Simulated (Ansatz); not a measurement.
# Calculated records

```xyz
10
Lattice="0.000 5.855 5.855 5.855 0.000 5.855 5.855 5.855 0.000" Properties=species:S:1:pos:R:3 pbc="T T T" subject="From HSE06 to G0W0: K2LiScI6 (double perovskite (elpasolite)) (Fm-3m)" method="G0W0 on HSE06, plane waves, PAW (and 1 further level or step)" program="Ansatz 0.2.0" settings_of_one_run="cutoff 420 eV, 2×2×2 k-mesh, default PAW, empty bands 1198, screening cutoff 120 eV, screening contour deformation, QP bands (v3, c3), PAW set soft 2" cost="2 runs, 15 min in all on 8 threads of Arm Neoverse V2, shared host (the runs of this entry)" notes="The structure was built from a prototype and need not be the compound’s stable phase. In doubt: masses and optical values from hybrid runs of this build are listed as unsure (in some of the runs), which bears on the screening that GW takes from such a start. The structure was relaxed with PBE. The structure type comes from a generator and need not be one that this composition takes. Limits: no spin-orbit coupling. No second run with other bands and screening cutoff is shown, so the distance to the basis limit is not known. On another start, G0W0@PBE runs of this series (2×2×2 mesh, soft_2 PAW; not shown as steps) give 4.119 eV with 263 bands and 36 eV, 4.149 eV with 624 bands and 72 eV and 4.201 eV with 1265 bands and 120 eV. The program doubts an edge level of G0W0@PBE with 263 bands (2×2×2, soft_2 PAW). Two runs of this series at another level, not shown as steps, test spin-orbit coupling. PBE+SOC against PBE: 1.875 − 2.070 = −0.195 eV. Mesh, set of files and cutoff are the same, but the conduction bottom lies at another k point, so this need not be the shift of one pair of states. The spin-orbit run sees mesh and listed points alone, so its gap is an upper bound: the coupling can move an edge off these points, and the change over the zone, its sign included where it is small, is not known." hse06_gap_over_mesh_and_listed_points="3.188 eV, direct, at k = Γ" g0w0_hse06_gap_over_all_3_irreducible_mesh_points="4.569 eV, direct, at k = Γ" gw_settings="2×2×2 mesh, 1198 empty bands, screening to 120 eV" known_limits="finite bands, screening cutoff and k mesh; no spin-orbit coupling in G0W0"
K     2.928    2.928    2.928
K     8.783    8.783    8.783
Li    0.000    0.000    0.000
Sc    5.855    5.855    5.855
I     8.743    5.855    5.855
I     5.855    2.967    5.855
I     5.855    8.743    5.855
I     2.967    5.855    5.855
I     5.855    5.855    8.743
I     5.855    5.855    2.967
```

[Paths, hosts, dates, memory and timing lines, banners, echoed tables and standing remarks are left out of the program output.]

[Logs are printed without paths, hosts, clocks, repeated set-up lines and the standing remarks that a program may print on its own settings, such as how far it seeks lower states.]

[Runs of the session that timed out or met a known fault of the program may be left out.]

[Cells called generated may have been cut or substituted from an entry of the Crystallography Open Database or the Materials Project.]

[Hosts, paths, dates, database ids (printed as entryN), source tags and the programs' standing remarks are cut or masked in the printed files.]
